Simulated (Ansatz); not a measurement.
# Relaxing (6,6) carbon nanotube bundle (120 atoms)

Wanted: the relaxed structure of (6,6) carbon nanotube bundle (120 atoms) and its electronic structure.

Main program and level: Ansatz 0.2.0; Kohn-Sham DFT, PBE+D3(BJ), PAW (set soft_2), plane waves.

### 1. The starting structure

The cell holds 120 atoms: 120 C. Its edges and angles: a = 11.438 Å, b = 11.438 Å, c = 12.136 Å, α = 90.0°, β = 90.0°, γ = 120.0°. It derives from C (graphene). Graphene sheet (a = 2.46 Å) rolled into a (6,6) tube of diameter 8.14 Å, 5 periods, hexagonal bundle with 3.3 Å between walls; minimised with a classical potential (one cell length free).

### 2. Cell and atoms relaxed

The cell is relaxed with the atoms, since the starting lattice needn't suit this functional.

Contents of input.yaml:

```yaml
crystal:
  lattice:
    - [11.43761, 0.0, 0.0]
    - [-5.71881, 9.90526, 0.0]
    - [0.0, 0.0, 12.13617]
  atoms:
    - { symbol: C, position: [0.3833, 0.07084, 0.10675] }
    - { symbol: C, position: [0.40183, 0.13956, 0.00675] }
    - { symbol: C, position: [0.40183, 0.26228, 0.20675] }
    - { symbol: C, position: [0.3833, 0.31245, 0.10675] }
    - { symbol: C, position: [0.31245, 0.3833, 0.10675] }
    - { symbol: C, position: [0.26228, 0.40183, 0.20675] }
    - { symbol: C, position: [0.13956, 0.40183, 0.00675] }
    - { symbol: C, position: [0.07084, 0.3833, 0.10675] }
    - { symbol: C, position: [0.92916, 0.31245, 0.10675] }
    - { symbol: C, position: [0.86044, 0.26228, 0.20675] }
    - { symbol: C, position: [0.73772, 0.13956, 0.00675] }
    - { symbol: C, position: [0.68755, 0.07084, 0.10675] }
    - { symbol: C, position: [0.6167, 0.92916, 0.10675] }
    - { symbol: C, position: [0.59817, 0.86044, 0.20675] }
    - { symbol: C, position: [0.59817, 0.73772, 0.20675] }
    - { symbol: C, position: [0.6167, 0.68755, 0.10675] }
    - { symbol: C, position: [0.68755, 0.6167, 0.10675] }
    - { symbol: C, position: [0.73772, 0.59817, 0.20675] }
    - { symbol: C, position: [0.86044, 0.59817, 0.00675] }
    - { symbol: C, position: [0.92916, 0.6167, 0.10675] }
    - { symbol: C, position: [0.07084, 0.68755, 0.10675] }
    - { symbol: C, position: [0.13956, 0.73772, 0.00675] }
    - { symbol: C, position: [0.26228, 0.86044, 0.00675] }
    - { symbol: C, position: [0.31245, 0.92916, 0.10675] }
    - { symbol: C, position: [0.3833, 0.07084, 0.30675] }
    - { symbol: C, position: [0.40183, 0.13956, 0.20675] }
    - { symbol: C, position: [0.40183, 0.26228, 0.40675] }
    - { symbol: C, position: [0.3833, 0.31245, 0.30675] }
    - { symbol: C, position: [0.31245, 0.3833, 0.30675] }
    - { symbol: C, position: [0.26228, 0.40183, 0.40675] }
    - { symbol: C, position: [0.13956, 0.40183, 0.20675] }
    - { symbol: C, position: [0.07084, 0.3833, 0.30675] }
    - { symbol: C, position: [0.92916, 0.31245, 0.30675] }
    - { symbol: C, position: [0.86044, 0.26228, 0.40675] }
    - { symbol: C, position: [0.73772, 0.13956, 0.20675] }
    - { symbol: C, position: [0.68755, 0.07084, 0.30675] }
    - { symbol: C, position: [0.6167, 0.92916, 0.30675] }
    - { symbol: C, position: [0.59817, 0.86044, 0.40675] }
    - { symbol: C, position: [0.59817, 0.73772, 0.40675] }
    - { symbol: C, position: [0.6167, 0.68755, 0.30675] }
    - { symbol: C, position: [0.68755, 0.6167, 0.30675] }
    - { symbol: C, position: [0.73772, 0.59817, 0.40675] }
    - { symbol: C, position: [0.86044, 0.59817, 0.20675] }
    - { symbol: C, position: [0.92916, 0.6167, 0.30675] }
    - { symbol: C, position: [0.07084, 0.68755, 0.30675] }
    - { symbol: C, position: [0.13956, 0.73772, 0.20675] }
    - { symbol: C, position: [0.26228, 0.86044, 0.20675] }
    - { symbol: C, position: [0.31245, 0.92916, 0.30675] }
    - { symbol: C, position: [0.3833, 0.07084, 0.50675] }
    - { symbol: C, position: [0.40183, 0.13956, 0.40675] }
    - { symbol: C, position: [0.40183, 0.26228, 0.60675] }
    - { symbol: C, position: [0.3833, 0.31245, 0.50675] }
    - { symbol: C, position: [0.31245, 0.3833, 0.50675] }
    - { symbol: C, position: [0.26228, 0.40183, 0.60675] }
    - { symbol: C, position: [0.13956, 0.40183, 0.40675] }
    - { symbol: C, position: [0.07084, 0.3833, 0.50675] }
    - { symbol: C, position: [0.92916, 0.31245, 0.50675] }
    - { symbol: C, position: [0.86044, 0.26228, 0.60675] }
    - { symbol: C, position: [0.73772, 0.13956, 0.40675] }
    - { symbol: C, position: [0.68755, 0.07084, 0.50675] }
    - { symbol: C, position: [0.6167, 0.92916, 0.50675] }
    - { symbol: C, position: [0.59817, 0.86044, 0.60675] }
    - { symbol: C, position: [0.59817, 0.73772, 0.60675] }
    - { symbol: C, position: [0.6167, 0.68755, 0.50675] }
    - { symbol: C, position: [0.68755, 0.6167, 0.50675] }
    - { symbol: C, position: [0.73772, 0.59817, 0.60675] }
    - { symbol: C, position: [0.86044, 0.59817, 0.40675] }
    - { symbol: C, position: [0.92916, 0.6167, 0.50675] }
    - { symbol: C, position: [0.07084, 0.68755, 0.50675] }
    - { symbol: C, position: [0.13956, 0.73772, 0.40675] }
    - { symbol: C, position: [0.26228, 0.86044, 0.40675] }
    - { symbol: C, position: [0.31245, 0.92916, 0.50675] }
    - { symbol: C, position: [0.3833, 0.07084, 0.70675] }
    - { symbol: C, position: [0.40183, 0.13956, 0.60675] }
    - { symbol: C, position: [0.40183, 0.26228, 0.80675] }
    - { symbol: C, position: [0.3833, 0.31245, 0.70675] }
    - { symbol: C, position: [0.31245, 0.3833, 0.70675] }
    - { symbol: C, position: [0.26228, 0.40183, 0.80675] }
    [... 36 atom lines left out ...]
    - { symbol: C, position: [0.86044, 0.59817, 0.80675] }
    - { symbol: C, position: [0.92916, 0.6167, 0.90675] }
    - { symbol: C, position: [0.07084, 0.68755, 0.90675] }
    - { symbol: C, position: [0.13956, 0.73772, 0.80675] }
    - { symbol: C, position: [0.26228, 0.86044, 0.80675] }
    - { symbol: C, position: [0.31245, 0.92916, 0.90675] }
kpoints:
  mp_grid: { grid: [2, 2, 1] }
hamiltonian:
  xc: pbe
  dispersion: d3bj
scf:
  occupations: { method: fermi_dirac, width: 0.025 }
output:
  forces: true
relax:
  f_tol: 0.05
  max_steps: 41
  cell: {}
```

Run with:

```console
ansatz run input.yaml --threads 4 --pin off --max-ram 8192MiB --backend cpu --events-out ev --progress --plain --runs-dir out
```

Numbers of over 12 decimals in the logs are rounded to 6 here.

Output:

```text
Warning: the atoms were moved onto the symmetric positions of the space group found under crystal.symmetry.tolerance 1.0e-5 (fractional; no operation is sought that the atoms, as they stand in a round, miss by more than twice it, and no atom is moved by as much as it), and the run uses the moved positions. [...]
Engine: ansatz 0.2.0, aarch64-unknown-linux-gnu
Pseudopotentials: kind: paw
Pseudopotential: C, paw, valence charge 4, recommended cutoff 420 eV (normal), C.paw.azcp
[... 5 lines on functional and potentials left out ...]
Crystal: 120 atoms, lattice volume = 1374.937 Å³
Basis set: ecut = 420 eV, 26891 PW (Γ), exchange–correlation on 160×160×180 points (8 copies of the dense FFT grid, shifted against one another)
Bands: 360, of which v1, the nominal top of the filled ones, is band 240 counted from 1 (239 counted from 0)
Symmetry: 120 space group operations
Space group: P6/mmm (ITA 191), of the structure as read, at distance tolerance 1.1e-4 Å
k-points: 2 of 4
[... 3 lines on functional and potentials left out ...]
Initial density: superposition of atomic densities (neutral atoms: chi_scale 0, normalization atom), corrected by the library's trained network
Initial wavefunctions: pseudopotential atomic-orbital guess
Functional: x = pbe(κ = 0.804, μ = 0.219515), c = pbe(β = 0.066725)
SCF iter   1: F=—  HF=-30110.561190 eV  |F-HF|=—  |Δ(HF+E_count)|=         —  Δρ=4.53e-3  dr2=2.73e-1  ethr=1.77e-3  ⟨swp⟩=7.5  Hψ=3500  notcnv=0  defer=149
preconditioner: auto → Resta (q_TF=auto, 2.289 Å⁻¹)  ε∞=3.1  [insulator: Δε(μ)=1.850 eV  Ē_g=15.270 eV  σ=0.025 eV  W_gap=1.00  n_scr=290 (ndim 8)  ℏωp=21.9 eV  f_vac=0.259  D(μ)=0.00/eV (n_scr^D=0)  ε∞_Penn≈3.1  vacuum switching on, ρ_ref=1.7e-2 e/Å³]
SCF iter   2: F=—  HF=-30110.607484 eV  |F-HF|=—  |Δ(HF+E_count)|=   4.63e-2  Δρ=2.17e-3  dr2=4.45e-2  ethr=5.68e-5  ⟨swp⟩=2.5  Hψ=1231  notcnv=0  defer=229
SCF iter   3: F=—  HF=-30110.640310 eV  |F-HF|=—  |Δ(HF+E_count)|=   3.28e-2  Δρ=4.98e-4  dr2=2.73e-3  ethr=9.28e-6  ⟨swp⟩=2.0  Hψ=861  notcnv=0  defer=229
SCF iter   4: F=—  HF=-30110.645555 eV  |F-HF|=—  |Δ(HF+E_count)|=   5.25e-3  Δρ=1.30e-4  dr2=2.54e-4  ethr=5.69e-7  ⟨swp⟩=2.0  Hψ=920  notcnv=0  defer=229
SCF iter   5: F=—  HF=-30110.645761 eV  |F-HF|=—  |Δ(HF+E_count)|=   2.06e-4  Δρ=3.78e-5  dr2=2.28e-5  ethr=5.29e-8  ⟨swp⟩=2.0  Hψ=934  notcnv=0  defer=229
SCF iter   6: F=—  HF=-30110.646193 eV  |F-HF|=—  |Δ(HF+E_count)|=   4.32e-4  Δρ=8.15e-6  dr2=9.10e-7  ethr=4.75e-9  ⟨swp⟩=2.0  Hψ=919  notcnv=0  defer=229
SCF iter   7: F=-30110.646194 eV  HF=-30110.646194 eV  |F-HF|=9.58e-9  |Δ(HF+E_count)|=   1.27e-6  Δρ=9.53e-7  dr2=1.47e-8  ethr=2.08e-11  ⟨swp⟩=4.0  Hψ=2168  notcnv=0
SCF 1 converged in 7 iterations: F = -30110.646194 eV  dr2 = 1.47e-8
  greatest PAW one-centre occupation: 0.682 electrons in one spin orbital (limit 2), on the C atom at site 111 (counted from 0), in its partial waves of l = 0
relax step   1: F+E_penalty+E_count = -30110.64619413 eV  Δ(F+E_penalty+E_count) = +0.000e0 eV  max|allowed force component| = 3.506e-1 eV/Å  Δτ_max = 0.0000 Å  P = +10.989 GPa  Ω = 1374.937 Å³  (7 SCF iters, dr2 threshold 1.00e-7 eV, accepted)
[... from here on, the SCF cycles and remarks between the steps are left out ...]
relax step   2: F+E_penalty+E_count = -30112.68547812 eV  Δ(F+E_penalty+E_count) = -2.039e0 eV  max|allowed force component| = 1.200e-1 eV/Å  Δτ_max = 0.0708 Å  P = +3.154 GPa  Ω = 1373.017 Å³  energy of the carried Pulay correction = +4.926e-3 eV  (6 SCF iters, dr2 threshold 1.20e-5 eV, accepted)
relax step   3: F+E_penalty+E_count = -30112.52955719 eV  Δ(F+E_penalty+E_count) = +1.559e-1 eV  max|allowed force component| = 4.615e-2 eV/Å  Δτ_max = 0.0961 Å  P = -0.908 GPa  Ω = 1461.128 Å³  energy of the carried Pulay correction = -2.142e-1 eV  (6 SCF iters, dr2 threshold 1.20e-5 eV, accepted)
relax step   4: F+E_penalty+E_count = -30112.79569340 eV  Δ(F+E_penalty+E_count) = -2.661e-1 eV  max|allowed force component| = 5.819e-3 eV/Å  Δτ_max = 0.0581 Å  P = +0.037 GPa  Ω = 1416.367 Å³  energy of the carried Pulay correction = -1.046e-1 eV  (7 SCF iters, dr2 threshold 4.44e-6 eV, accepted)
relax step   5: F+E_penalty+E_count = -30112.81109979 eV  Δ(F+E_penalty+E_count) = -1.541e-2 eV  max|allowed force component| = 6.595e-3 eV/Å  Δτ_max = 0.0079 Å  P = -0.008 GPa  Ω = 1411.424 Å³  energy of the carried Pulay correction = -9.231e-2 eV  (6 SCF iters, dr2 threshold 6.83e-8 eV, accepted)
relax step   6: F+E_penalty+E_count = -30112.81389036 eV  Δ(F+E_penalty+E_count) = -2.791e-3 eV  max|allowed force component| = 2.124e-4 eV/Å  Δτ_max = 0.0019 Å  P = -0.001 GPa  Ω = 1410.399 Å³  energy of the carried Pulay correction = -8.975e-2 eV  (6 SCF iters, dr2 threshold 1.02e-8 eV, accepted)
relax step   7: F+E_penalty+E_count = -30112.91624073 eV  Δ(F+E_penalty+E_count) = -1.024e-1 eV  max|allowed force component| = 1.136e-3 eV/Å  Δτ_max = 0.0000 Å  P = +0.112 GPa  Ω = 1410.399 Å³  stress off target by 1.27e-1 GPa  SCF on the basis re-selected at this cell (its energy is not comparable with the rows above)  (4 SCF iters)
relax step   8: F+E_penalty+E_count = -30112.90755988 eV  Δ(F+E_penalty+E_count) = +8.681e-3 eV  max|allowed force component| = 8.058e-4 eV/Å  Δτ_max = 0.0048 Å  P = +0.009 GPa  Ω = 1414.246 Å³  energy of the carried Pulay correction = -1.014e-2 eV  (6 SCF iters, dr2 threshold 4.02e-8 eV, accepted)
relax step   9: F+E_penalty+E_count = -30112.91657065 eV  Δ(F+E_penalty+E_count) = -9.011e-3 eV  max|allowed force component| = 7.828e-4 eV/Å  Δτ_max = 0.0000 Å  P = +0.013 GPa  Ω = 1414.246 Å³  stress off target by 1.56e-2 GPa  SCF on the basis re-selected at this cell (its energy is not comparable with the rows above)  (4 SCF iters)
basis re-selected at this cell: Δ(F+E_penalty+E_count) = -9.011e-3 eV, ΔP = +0.004 GPa vs the last step (what re-selecting the basis moved, of the pressure what is left beyond the Pulay correction that the steps carried, after the strain that the cell walked since its last selection, [...]
SCF converged after 4 iterations
Free energy (F): -30112.916571 eV
Harris-Foulkes:  -30112.916571 eV  (|F-HF|=5.09e-8)
Internal energy: -30112.916571 eV  (E = F + TS)
E sigma→0 (E₀):  -30112.916571 eV
Fermi energy:    4.269666 eV
--- Per-component energies (eV) ---
  E_band       = -2358.038065
  E_kinetic    = 10899.583670
  E_local      = -33708.559981  (includes V_loc(G=0)·N_el)
  E_nonlocal   = 3273.183143
  E_hartree    = 12557.668223
  E_xc         = -5753.767442
  E_vxc        = -7123.058153  (∫ρ·V_xc dr)
  E_paw        = -11919.751652  (= ΣΔE_a)
  E_vpaw       = -814.523112  (= ΣTr[D̂ρ^β])
  E_aug_tail   = 0.000916  (compensation charges beyond the density's cutoff)
  E_ewald      = -5446.828384
  E_disp       = -14.445064  (pairwise vdW)
  E_smearing   = -0.000000  (= −TS)
  E_closure    = 0.000000  (closes the sum)
  Σ components = -30112.916571   (vs F -30112.916571, Δ=0.00e0)
--- Forces (eV/Å), atoms counted from 1 ---
  atom   1  C     -0.00038081    -0.00005430     0.00000000
  atom   2  C     -0.00062067     0.00049052    -0.00000000
  atom   3  C      0.00011447    -0.00078278    -0.00000000
  atom   4  C     -0.00023743    -0.00030265    -0.00000000
  atom   5  C     -0.00014339    -0.00035694    -0.00000000
  atom   6  C     -0.00073514    -0.00029226     0.00000000
  atom   7  C      0.00073514    -0.00029226     0.00000000
  atom   8  C      0.00014339    -0.00035694    -0.00000000
  atom   9  C      0.00023743    -0.00030265    -0.00000000
  atom  10  C     -0.00011447    -0.00078278    -0.00000000
  atom  11  C      0.00062067     0.00049052    -0.00000000
  atom  12  C      0.00038081    -0.00005430    -0.00000000
  atom  13  C      0.00038081     0.00005430    -0.00000000
  atom  14  C      0.00062067    -0.00049052     0.00000000
[...]
atom 119  C     -0.00062067    -0.00049052     0.00000000
  atom 120  C     -0.00038081     0.00005430     0.00000000
  max |Σ_I F_I| component: 1.92e-17 eV/Å
--- Stress (GPa, compression-positive) ---
        0.015609       0.000000      -0.000000
       -0.000000       0.015609       0.000000
       -0.000000       0.000000       0.006333
  P = ⅓ Tr σ = 0.0125 GPa (0.125 kbar)
--- Relaxed structure (7 steps of the walk, 7 accepted, 2 SCFs on fresh bases) ---
  F+E_penalty+E_count = -30112.91657065 eV   max|allowed force component| = 7.828e-4 eV/Å   (the final SCF, on the basis selected at the relaxed cell)
  cell:  # Å, volume = 1414.2456 Å³
    - [11.501500, 2.902876646970762e-6, 0]
    - [-5.750752, 9.960589, 0]
    - [0, 0, 12.344834]
  atoms:
    - { symbol: C, position: [0.386773, 0.071350, 0.106750] }
    - { symbol: C, position: [0.405606, 0.140986, 0.00675] }
    - { symbol: C, position: [0.405606, 0.264620, 0.206750] }
    - { symbol: C, position: [0.386773, 0.315423, 0.106750] }
[...]
- { symbol: C, position: [0.315423, 0.928650, 0.906750] }
```

The job ended after 2.5 min (4 threads of Arm Neoverse V2, shared host; peak memory 4.9 GiB).

The program notes that positions were snapped to a detected symmetry.

Relaxation path:

```csv
step,energy less that of the first step (eV),largest force component (eV/Å),pressure (GPa),volume (Å³)
1,0.0000,0.3506,10.99,1374.94
2,-2.0393,0.1200,3.15,1373.02
3,-1.8834,0.0461,-0.91,1461.13
4,-2.1495,0.0058,0.04,1416.37
5,-2.1649,0.0066,-0.01,1411.42
6,-2.1677,0.0002,0.00,1410.40
7*,-2.2700,0.0011,0.11,1410.40
8,-2.2614,0.0008,0.01,1414.25
9*,-2.2704,0.0008,0.01,1414.25
```

Relaxation steps marked * repeat the geometry before them on a plane-wave basis chosen anew for their cell, so energy and pressure can jump there.

The run keeps the 120 symmetry operations that it works with, so distortions that break them were not tested.

```csv
cell as run,before,after,change
a (Å),11.438,11.502,+0.6 %
b (Å),11.438,11.501,+0.6 %
c (Å),12.136,12.345,+1.7 %
volume (Å³/atom),11.46,11.79,+2.9 %
```

The atoms that moved most (Å, as changes of fractional coordinates times the final cell):

```csv
atom,dx,dy,dz,length
C14,-0.035,-0.014,0.000,0.038
C38,-0.035,-0.014,0.000,0.038
C62,-0.035,-0.014,0.000,0.038
C86,-0.035,-0.014,0.000,0.038
C110,-0.035,-0.014,0.000,0.038
C50,0.035,0.014,0.000,0.038
C26,0.035,0.014,0.000,0.038
C2,0.035,0.014,0.000,0.038
```

The relaxation changed the energy by -18.9 meV/atom, and atoms moved by 0.038 Å r.m.s., 0.038 Å at most.

### 3. Structure statistics after relaxation

Density 1.69 g/cm³, 11.79 Å³ an atom.

Pair distribution function in bins of 0.2 Å:

```csv
r (Å),total
1.40,6.95
1.60,0.00
1.80,0.00
2.00,0.00
2.20,0.00
2.40,4.59
2.60,0.00
2.80,1.76
3.00,0.00
3.20,0.00
3.40,0.20
3.60,0.69
3.80,2.29
4.00,0.00
4.20,1.84
4.40,0.72
4.60,0.44
4.80,1.72
5.00,0.75
5.20,1.29
5.40,0.64
5.60,0.89
5.80,0.69
6.00,1.58
6.20,0.79
6.40,0.68
6.60,1.08
6.80,1.91
```

Bonds by pair of elements; cutoffs follow the first minimum of g(r), held within bounds set by covalent radii, and pairs that aren't listed don't count as bonded:

```csv
pair A-B,cutoff (Å),bonds,mean length (Å),spread (Å),shortest (Å),B about A,A about B
C-C,1.82,180,1.43,0.003,1.42,3,3
```

How many atoms have how many bonded neighbours:

```csv
element,mean,3
C,3,120
```

Bond angles, per cent of each kind in bins of 5°:

```csv
angle (°),C-C-C
115–120,100.0
```

Bond angles (no mean is given where the spread exceeds 20°):

```csv
angle,count,mean (°),spread (°)
C-C-C,360,119,0.3
```

Rings of the network by King's shortest-path rule, up to 12 atoms, one path for each pair of neighbours; H, halogens, alkali and alkaline-earth atoms are left out, and the last column divides by all other atoms, bonded or not:

```csv
ring size (atoms),rings,per network atom
6,60,0.5
```

Counting bonds as in the table, all C atoms have 3 bonded neighbours. The C-C-C angle averages 119° with a spread of 0.3°. All rings counted have 6 atoms.

(Continued in part 2 of 2.)

[Logs are printed without paths, hosts, clocks, repeated set-up lines and the standing remarks that a program may print on its own settings, such as how far it seeks lower states.]

[Hosts, paths, dates, database ids (printed as entryN), source tags and the programs' standing remarks are cut or masked in the printed files.]
